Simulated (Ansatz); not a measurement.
# TiB2 (P6/mmm) under biaxial strain in the (0001) plane, that of a and b, part 3 of 3

Wanted: the shifts of the zone-centre modes of TiB2 (P6/mmm) with strain.

Ansatz 0.2.0; DFT PBEsol, scalar-relativistic, plane waves, PAW; PAW set soft_1.

So far, highest optical mode at the zone centre (no LO-TO term) (cm⁻¹): step 4 (modes at rest) 901; step 6 (strain 4 %) 743.

## 7. A member of the series: biaxial strain of -4 % in the (0001) plane, that of a and b (continued)

The steps of the relaxation:

| step | energy less that of the first step (eV) | largest force component (eV/Å) | pressure (GPa) | volume (Å³) |
| --- | --- | --- | --- | --- |
| 1 | 0.0000 | 0.0000 | 23.12 | 23.47 |
| 2 | -0.0008 | 0.0000 | 21.92 | 23.57 |
| 3 | -0.0008 | 0.0000 | 21.70 | 23.59 |
| 4* | -0.0010 | 0.0000 | 21.70 | 23.59 |
| 5 | -0.0010 | 0.0000 | 21.69 | 23.59 |
| 6* | -0.0010 | 0.0000 | 21.69 | 23.59 |

Relaxation steps marked * repeat the geometry before them on a plane-wave basis chosen anew for their cell, so energy and pressure can jump there.

Forces are held to the 24 operations that the run works with; a distortion that breaks them can't arise in this run.

| conventional cell, symmetrised | before | after | change |
| --- | --- | --- | --- |
| a (Å) | 2.897 | 2.897 | -0.0 % |
| b (Å) | 2.897 | 2.897 | -0.0 % |
| c (Å) | 3.230 | 3.246 | +0.5 % |
| volume (Å³/atom) | 7.82 | 7.86 | +0.5 % |

Final coordinates:

```xyz
3
Lattice="2.8968 0.0000 0.0000 -1.4484 2.5087 0.0000 0.0000 0.0000 3.2460" Properties=species:S:1:pos:R:3 pbc="T T T"
B     0.0000    1.6725    1.6230
B     1.4484    0.8362    1.6230
Ti    0.0000    0.0000    0.0000
```

Numbers from this step:

| Property | Result |
| --- | --- |
| pressure | 21.69 GPa |
| volume per atom | 7.863 Å³ |

The forces vanish by symmetry.

## 8. Zone-centre modes of the member: biaxial strain of -4 % in the (0001) plane, that of a and b

The zone-centre modes follow for biaxial strain of -4 % in the (0001) plane, that of a and b.

input.yaml

```yaml
crystal:
  lattice:
    - [2.896796049, 0.0, 0.0]
    - [-1.4483980245, 2.508698968, 0.0]
    - [0.0, 0.0, 3.2459841275]
  atoms:
    - { symbol: B, position: [0.3333333333, 0.6666666667, 0.5] }
    - { symbol: B, position: [0.6666666667, 0.3333333333, 0.5] }
    - { symbol: Ti, position: [0.0, 0.0, 0.0] }
kpoints:
  mp_grid: { grid: [15, 15, 16] }
hamiltonian:
  xc: pbesol
  pseudopotentials: { kind: paw, azcp: { folder: soft_1 }, xc_functional: pbe }
scf:
  occupations: { method: methfessel_paxton, width: 0.2 }
output:
  eigenvalues: true
phonons:
  method: dfpt
```

Command:

```console
$ ansatz run input.yaml --threads 4 --pin off --max-ram 10240MiB --backend cpu --events-out ev --progress --plain --runs-dir out
```

Numbers of over 12 decimals in the logs are rounded to 6 here.

Log:

```text
[...]
Crystal: 3 atoms, lattice volume = 23.589 Å³
Basis set: ecut = 420 eV, 455 PW (Γ), exchange–correlation on 40×40×48 points (8 copies of the dense FFT grid, shifted against one another)
Bands: 13, of which v1, the nominal top of the filled ones, is band 9 counted from 1 (8 counted from 0)
Symmetry: 24 space group operations
k-points: 576 of 3600 (irreducible under 4 space group operations, time reversal used)
[...]
k-point 2: bands = [... 5 lower, 12.0521, 14.1297, 14.1297, 15.1476, 18.0956, 18.0956, 19.7993, 19.7993, ... 4 higher]
  k-point 575: bands = [... 5 lower, 9.4307, 11.0093, 11.9457, 13.7043, 18.6855, 19.7902, 20.5105, 21.1568, ... 4 higher]
[...]
ASR residual: 1.157e-5 → 0.000e0 eV/Å²; symmetrization residual: 8.136e-7 eV/Å²
  ASR residual per site (eV/Å²): 1.96e-6 1.96e-6 1.16e-5
  Γ frequencies (cm⁻¹): 0.00 0.00 0.00 550.50 550.50 556.09 576.82 1065.24 1065.24
[...]
[key lines of the parts left out:]
SCF converged after 10 iterations
Free energy (F): -2782.438063 eV
Fermi energy:    16.434170 eV
```

Elapsed: 66 s, on 4 threads of Intel Xeon at 2.50GHz (Skylake/Cascade Lake), shared host; peak memory 0.97 GiB; 3.1 min of CPU time.

This step gave:

| Item | Value |
| --- | --- |
| sum-rule residual before enforcement | 1.16e-5 eV/Å² |
| highest optical mode at the zone centre (no LO-TO term) | 1065 cm⁻¹ |
| lowest optical zone-centre mode | 550.5 cm⁻¹ |

Patterns of degenerate modes are one choice out of their space. Modes at Γ, with each element's share of the kinetic energy:

| mode | frequency (cm⁻¹) | symmetry | B % | Ti % |
| --- | --- | --- | --- | --- |
| 1 | 0.0 | acoustic | 31 | 69 |
| 2 | 0.0 | acoustic | 31 | 69 |
| 3 | 0.0 | acoustic | 31 | 69 |
| 4 | 550.5 | E1u | 69 | 31 |
| 5 | 550.5 | E1u | 69 | 31 |
| 6 | 556.1 | A2u | 69 | 31 |
| 7 | 576.8 | B1g | 100 | 0 |
| 8 | 1065.2 | E2g | 100 | 0 |
| 9 | 1065.2 | E2g | 100 | 0 |

Displacements in mode 4 (550.5 cm⁻¹), the largest set to 1:
```
B1   0.00  1.00  0.00
B2   0.00  1.00  0.00
Ti3  0.00 -0.45  0.00
```

Displacements in mode 8 (1065.2 cm⁻¹), the largest set to 1:
```
B1   0.00  1.00  0.00
B2   0.00 -1.00  0.00
Ti3  0.00  0.00  0.00
```

The lowest optical mode is real, 550 cm⁻¹, and the highest lies at 1065.2 cm⁻¹.

For the highest optical mode at the zone centre (no LO-TO term), step 4 gave 901 cm⁻¹; this run, with strain -4 %, gives 1065 cm⁻¹ (+18 %).

## 9. The series together

The members are set side by side, also those not shown above.

Stress is positive in compression; energies are extrapolated to zero smearing, and E0 is that at rest; the edges not held and the atoms are relaxed in each cell; all runs use 15×15×16 k points and Methfessel-Paxton smearing of 0.2 eV. State of the crystal along the series:

```csv
strain (%),in-plane stress (GPa),free strain along c (%),E - E0 (meV/atom)
-4,32.54,1.943,63.65
-3,23.46,1.443,35.01
-2,15.06,0.9465,15.22
-1,7.249,0.4655,3.724
0,-0.006033,0,0
1,-6.735,-0.4525,3.568
2,-12.98,-0.8904,13.97
3,-18.76,-1.312,30.82
4,-24.08,-1.731,53.68
```

Optical modes are counted from below at rest and tracked from member to member by their patterns, and modes that stay within 0.3 cm⁻¹ of each other stand once; labels, where given, are those at rest; the edges not held and the atoms are relaxed in each cell; all runs use 15×15×16 k points and Methfessel-Paxton smearing of 0.2 eV. Optical modes along the series:

```csv
strain (%),optical mode 1 E1u (cm⁻¹),optical mode 2 A2u (cm⁻¹),optical mode 3 B1g (cm⁻¹),optical mode 4 E2g (cm⁻¹)
-4,550.5,556.1,576.8,1065
-3,545.8,550.2,574.2,1022
-2,541,543.8,570.6,981.1
-1,535.2,536.9,566.2,940.9
0,528,529.5,561.6,900.8
1,520,521.6,557.5,860.8
2,511.3,513.5,553.9,821.3
3,502.1,504.9,550.2,781.9
4,492.7,496,546,742.6
```

Value and slope at zero strain of a cubic (a lower polynomial where under five rows exist) through the rows within 2 % of rest. Slopes at rest:

```csv
mode,frequency (cm⁻¹),shift per percent of strain (cm⁻¹),shift per GPa of compressive stress (cm⁻¹)
optical mode 1 E1u,528.1,-7.62,1.09
optical mode 2 A2u,529.5,-7.64,1.09
optical mode 3 B1g,561.7,-4.42,0.63
optical mode 4 E2g,900.7,-40.07,5.74
```

## 10. What came out

* members: 9
* highest optical mode at the zone centre (no LO-TO term), at rest: 900.8 cm⁻¹
* biaxial modulus in the (0001) plane, that of a and b: 699 GPa
* optical mode 1 E1u, shift per percent: -7.62 cm⁻¹
* optical mode 2 A2u, shift per percent: -7.64 cm⁻¹
* optical mode 3 B1g, shift per percent: -4.42 cm⁻¹
* optical mode 4 E2g, shift per percent: -40.07 cm⁻¹

What this shows: The stress changes by 6.99 GPa for each percent, a biaxial modulus of 699 GPa in the (0001) plane, that of a and b. For each percent the free edge responds with -0.46 %. The fastest shift in the table of slopes is -40.1 cm⁻¹ for each percent (optical mode 4 E2g), or 5.7 cm⁻¹ for each GPa of compressive stress. For small strain, the measured shift of a line that Raman or infrared light can see, divided by its slope, estimates the stress, if the state of stress is of this kind. These are harmonic frequencies at zero temperature: anharmonic shifts, linewidths and thermal expansion are left out. With no gap, or one that is small against the smearing, the frequencies hang on the k mesh and the smearing, most of all near Kohn anomalies. The PAW files were made for PBE; the program adapts parts of them to the functional of the run, but their partial waves stay those of PBE, an approximation that was not tested in this session. Only the zone centre was solved, so an instability at another wavevector cannot show here.

[Logs are printed without paths, hosts, clocks, repeated set-up lines and the standing remarks that a program may print on its own settings, such as how far it seeks lower states.]

[Hosts, paths, dates, database ids (printed as entryN), source tags and the programs' standing remarks are cut or masked in the printed files.]
